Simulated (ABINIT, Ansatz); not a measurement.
## Sr2MgH6 (P-3m1): changed settings of a GW run in ABINIT

What do changed inputs do to GW on Sr2MgH6 (P-3m1)?

Calculated with ABINIT 10.8.3; PBEsol and many-body steps on it, plane waves.

### Step 1. The structure

Symmetry: P-3m1, No. 164, trigonal system. Conventional cell: a = 5.475 Å, b = 5.475 Å, c = 4.188 Å, α = 90.00°, β = 90.00°, γ = 120.00°. Nearest to Sr lie 12 H at 2.56 to 2.74 Å. Mg has 6 H at 1.94 Å nearest. H has 1 Mg at 1.94 Å and 4 Sr at 2.56 to 2.74 Å and 6 H at 2.58 to 2.78 Å nearest. Farther neighbours are not listed.

The cell and positions are those that the Materials Project relaxed with its own functionals (PBE, PBE+U or r2SCAN), kept fixed.

### Step 2. Screening, 3×3×2 mesh, 90 bands, screening to 114.3 eV

This step: ABINIT 10.8.3; RPA screening on PBEsol, plane waves, norm-conserving pseudopotentials.

The RPA dielectric matrix is built and inverted for each q.

run.abi reads:

```
acell 3*1.0 Angstrom
rprim 
  5.475438295790 0.000000000002 0.000000000000
  -2.737719147897 4.741868661007 0.000000000000
  0.000000000000 0.000000000000 4.188467730000
ntypat 3
znucl 38 12 1
natom 9
typat 1 1 2 3 3 3 3 3 3
xred 
  0.666666666667 0.333333333333 0.263532570000
  0.333333333333 0.666666666667 0.736467430000
  0.000000000000 0.000000000000 0.000000000000
  0.823459443333 0.646918886667 0.765248350000
  0.823459443333 0.176540556667 0.765248350000
  0.353081113333 0.176540556667 0.765248350000
  0.176540556667 0.353081113333 0.234751650000
  0.176540556667 0.823459443333 0.234751650000
  0.646918886667 0.823459443333 0.234751650000
pp_dirpath "pseudos"
pseudos "Sr.upf, Mg.upf, H.upf"
ecut 38
ngkpt 3 3 2
nshiftk 1
shiftk 0 0 0
kptopt 1
chksymbreak 0
istwfk *1
occopt 1
irdwfk 1
optdriver 3
nband 90
ecuteps 4.2
inclvkb 2
awtr 1
symchi 1
indata_prefix "in"
outdata_prefix "out"
tmpdata_prefix "tmp"
```

Run with:

```console
OMP_NUM_THREADS=1 mpirun -n 4 abinit run.abi > log
```

The program printed:

```text
.Version 10.8.3 of ABINIT. v10.8.2 released Aug 2026.

 Symmetries : space group P-3 m 1 (#164); Bravais hP (primitive hexag.)
[... echo of the input left out ...]
== DATASET  1 ==================================================================
-   mpi_nproc: 4, omp_nthreads: 1 (-1 if OMP is not activated)

--- !DatasetInfo
iteration_state: {dtset: 1, }
dimensions: {natom: 9, nkpt: 6, mband: 90, nsppol: 1, nspinor: 1, nspden: 1, mpw: 8238, }
cutoff_energies: {ecut:  38.0, pawecutdg:  -1.0, }
electrons: {nelect:   3.60000000E+01, charge:   0.00000000E+00, occopt:   1.00000000E+00, tsmear:   1.00000000E-02, }

 SCREENING: Calculation of the susceptibility and dielectric matrices

 Based on a program developped by R.W. Godby, V. Olevano, G. Onida, and L. Reining.
 Incorporated in ABINIT by V. Olevano, G.-M. Rignanese, and M. Torrent.
.Using double precision arithmetic ; gwpc =  8

[... cell and pseudopotentials left out ...]
--------------------------------------------------------------------------------

 ==== K-mesh for the wavefunctions ====
 Number of points in the irreducible wedge :     6
[... list of points left out ...]
 Together with 12 symmetry operations and time-reversal symmetry
 yields    18 points in the full Brillouin Zone.

 ==== Q-mesh for the screening function ====
 Number of points in the irreducible wedge :     6
[... list of points left out ...]
 Together with 12 symmetry operations and time-reversal symmetry
 yields    18 points in the full Brillouin Zone.

 setmesh: FFT mesh size selected  =    36x   36x   30
          total number of points  =        38880

 vcoul_init : cutoff-mode = AUXILIARY_FUNCTION
 q-points for optical limit:   1
     1)      0.000010    0.000020    0.000030

- screening: taking advantage of time-reversal symmetry
- Maximum band index for partially occupied states nbvw = 18
- Remaining bands to be divided among processors   nbcw = 72
- Number of bands treated by each node ~18

 Number of electrons calculated from density =   36.0000; Expected =   36.0000
 average of density, n =  0.049055
 r_s =    1.6946
 omega_plasma =   21.3647 [eV]

 calculating chi0 at frequencies [eV] :
  1    0.000000E+00    0.000000E+00
  2    0.000000E+00    2.136470E+01

--------------------------------------------------------------------------------
  q-point number  1        q = ( 0.000000, 0.000000, 0.000000) [r.l.u.]
--------------------------------------------------------------------------------
[... chi0 elements left out ...]
 For q-point:  0.000010 0.000020 0.000030
  dielectric constant =   5.7298
  dielectric constant without local fields =   6.3718

  Average fulfillment of the sum rule on Im[epsilon] for q-point    1 :     58.29  [%]
[... wings left out ...]
  q-point number  2        q = ( 0.333333, 0.000000, 0.000000) [r.l.u.]
--------------------------------------------------------------------------------
[... chi0 elements left out ...]
  Average fulfillment of the sum rule on Im[epsilon] for q-point    2 :     67.43  [%]

 [... 4 further q-points ...]
```

The job ended after 27 s (4 MPI ranks of Arm Neoverse V1, shared host; peak memory 1.1 GiB).

This step gave:

| Property | Result |
| --- | --- |
| ε∞ with local fields, on this mesh, along the program's q direction | 5.730 |
| the same without local fields | 6.372 |
| plasma frequency | 21.36 eV |
| plane waves in the screening matrix | 283 |

Local fields lower ε∞ by 10 %. On a Γ-centred mesh this coarse the value itself is usually too large, while a short band sum pulls it down.

### Step 3. Base

The self-energy is evaluated for the states that the input lists, and the levels follow from it, in one-shot runs by the linearised quasiparticle equation.

This step: G0W0 on PBEsol, plane waves, norm-conserving pseudopotentials.

Edit run.abi of step 2 so:

```diff
@@ -30,8 +30,17 @@
 irdwfk 1
-optdriver 3
+optdriver 4
 nband 90
+gwcalctyp 0
+ecutsigx 38
+symsigma 1
+nkptgw 2
+kptgw 
+  0.3333333333 0.3333333333 0.0000000000
+  0.0000000000 0.0000000000 0.0000000000
+bdgw 
+  16 20
+  17 21
 ecuteps 4.2
-inclvkb 2
-awtr 1
-symchi 1
+irdscr 1
+ppmodel 1
 indata_prefix "in"
```

The program printed:

```text
.Version 10.8.3 of ABINIT. v10.8.2 released Aug 2026.

 Symmetries : space group P-3 m 1 (#164); Bravais hP (primitive hexag.)
[... echo of the input left out ...]
== DATASET  1 ==================================================================
-   mpi_nproc: 4, omp_nthreads: 1 (-1 if OMP is not activated)

--- !DatasetInfo
iteration_state: {dtset: 1, }
dimensions: {natom: 9, nkpt: 6, mband: 90, nsppol: 1, nspinor: 1, nspden: 1, mpw: 8238, }
cutoff_energies: {ecut:  38.0, pawecutdg:  -1.0, }
electrons: {nelect:   3.60000000E+01, charge:   0.00000000E+00, occopt:   1.00000000E+00, tsmear:   1.00000000E-02, }

 SIGMA: Calculation of the GW corrections

 Based on a program developped by R.W. Godby, V. Olevano, G. Onida, and L. Reining.
 Incorporated in ABINIT by V. Olevano, G.-M. Rignanese, and M. Torrent.
.Using double precision arithmetic ; gwpc =  8

[... cell and pseudopotentials left out ...]
--------------------------------------------------------------------------------

 ==== K-mesh for the wavefunctions ====
 Number of points in the irreducible wedge :     6
[... list of points left out ...]
 Together with 12 symmetry operations and time-reversal symmetry
 yields    18 points in the full Brillouin Zone.

 ==== Q-mesh for screening function ====
 Number of points in the irreducible wedge :     6
[... list of points left out ...]
 Together with 12 symmetry operations and time-reversal symmetry
 yields    18 points in the full Brillouin Zone.

 vcoul_init : cutoff-mode = AUXILIARY_FUNCTION
 q-points for optical limit:   1
     1)      0.000010    0.000020    0.000030
 setmesh: FFT mesh size selected  =    50x   50x   45
          total number of points  =       112500

 Number of electrons calculated from density =   36.0000; Expected =   36.0000
 average of density, n =  0.049055
 r_s =    1.6946
 omega_plasma =   21.3647 [eV]

 === KS Band Gaps ===
  >>>> For spin  1
   Minimum direct gap =   2.9453 [eV], located at k-point      :   0.0000  0.0000  0.0000
   Fundamental gap    =   2.5285 [eV], Top of valence bands at :   0.3333  0.3333  0.0000
                                       Bottom of conduction at :   0.0000  0.0000  0.0000
 SIGMA fundamental parameters:
 PLASMON POLE MODEL  1
 number of plane-waves for SigmaX                 8175
 number of plane-waves for SigmaC and W            283
 number of plane-waves for wavefunctions          8175
 number of bands                                    90
 number of independent spin polarizations            1
 number of spinorial components                      1
 number of k-points in IBZ                           6
 number of q-points in IBZ                           6
 number of symmetry operations                      12
 number of k-points in BZ                           18
 number of q-points in BZ                           18
 number of frequencies for dSigma/dE                 9
 frequency step for dSigma/dE [eV]                0.25
 number of omega for Sigma on real axis              0
 max omega for Sigma on real axis  [eV]           0.00
 zcut for avoiding poles [eV]                     0.10

 EPSILON^-1 parameters (SCR file):
 dimension of the eps^-1 matrix on file            283
 dimension of the eps^-1 matrix used               283
 number of plane-waves for wavefunctions          8175
 number of bands                                    90
 number of q-points in IBZ                           6
 number of frequencies                               2
 number of real frequencies                          1
 number of imag frequencies                          1

 matrix elements of self-energy operator (all in [eV])

 Perturbative Calculation

--- !SelfEnergy_ee
iteration_state: {dtset: 1, }
kpoint     : [   0.333,    0.333,    0.000, ]
spin       : 1
KS_gap     :    3.206
QP_gap     :    5.109
Delta_QP_KS:    1.904
data: !SigmaeeData |
     Band     E0 <VxcDFT>   SigX SigC(E0)      Z dSigC/dE  Sig(E)    E-E0       E
       16   2.964 -10.869 -13.864   2.119   0.786  -0.272 -11.558  -0.689   2.275
       17   2.964 -10.869 -13.864   2.119   0.786  -0.272 -11.558  -0.689   2.275
       18   4.043 -11.281 -14.242   2.058   0.788  -0.270 -11.992  -0.711   3.332
       19   7.249  -9.681  -4.643  -3.584   0.820  -0.219  -8.489   1.193   8.442
       20   7.555  -9.972  -5.163  -3.425   0.819  -0.221  -8.839   1.133   8.688

--- !SelfEnergy_ee
iteration_state: {dtset: 1, }
kpoint     : [   0.000,    0.000,    0.000, ]
spin       : 1
KS_gap     :    2.945
QP_gap     :    4.562
Delta_QP_KS:    1.617
data: !SigmaeeData |
     Band     E0 <VxcDFT>   SigX SigC(E0)      Z dSigC/dE  Sig(E)    E-E0       E
       17   3.626 -11.090 -14.039   2.078   0.789  -0.268 -11.777  -0.687   2.939
       18   3.626 -11.090 -14.039   2.078   0.789  -0.268 -11.777  -0.687   2.939
       19   6.572  -9.174  -4.826  -3.222   0.825  -0.212  -8.244   0.930   7.501
       20   8.503 -10.516  -4.880  -3.888   0.813  -0.230  -9.094   1.422   9.925
       21   8.503 -10.516  -4.880  -3.888   0.813  -0.230  -9.094   1.422   9.925

== END DATASET(S) ==============================================================
================================================================================

 -outvars: echo values of variables after computation  --------
           etotal      0.0000000000E+00
            nband          90
             nkpt           6
          spgroup         164
 [... the other variables as echoed above ...]

 Calculation completed.
```

It took 10 s on 4 MPI ranks; peak memory 0.88 GiB.

This step gave:

```yaml
g0w0_gap_on_the_points_computed: 4.169 eV
starting_gap_on_the_mesh: 2.528 eV
k_of_the_valence_top: 0.3333, 0.3333, 0
k_of_the_conduction_bottom: 0, 0, 0
z_at_the_valence_top: 0.788
z_at_the_conduction_bottom: 0.825
least_direct_g0w0_gap_on_the_computed_points: 4.562 eV
```

The gap on the mesh goes from 2.53 eV to 4.17 eV, a correction of +1.64 eV.

(Part 1 of 2 ends here.)

[Paths, hosts, dates, memory and timing lines, banners, echoed tables and standing remarks are left out of the program output.]

[Logs are printed without paths, hosts, clocks, repeated set-up lines and the standing remarks that a program may print on its own settings, such as how far it seeks lower states.]

[Runs of the session that timed out or met a known fault of the program may be left out.]

[No measured gap is set beside runs whose start may be inverted or whose files or cutoffs have a known fault.]

[Hosts, paths, dates, database ids (printed as entryN), source tags and the programs' standing remarks are cut or masked in the printed files.]

[G0W0 gaps are taken among the corrected bands and points alone; a level outside them can change the order at an edge.]

[Where Ansatz stands beside ABINIT at settings called matched, ABINIT's density can come from a denser mesh and the files from another edition; pairs whose starting gaps differed by over 0.03 eV were left out, so agreement reads better than it is.]
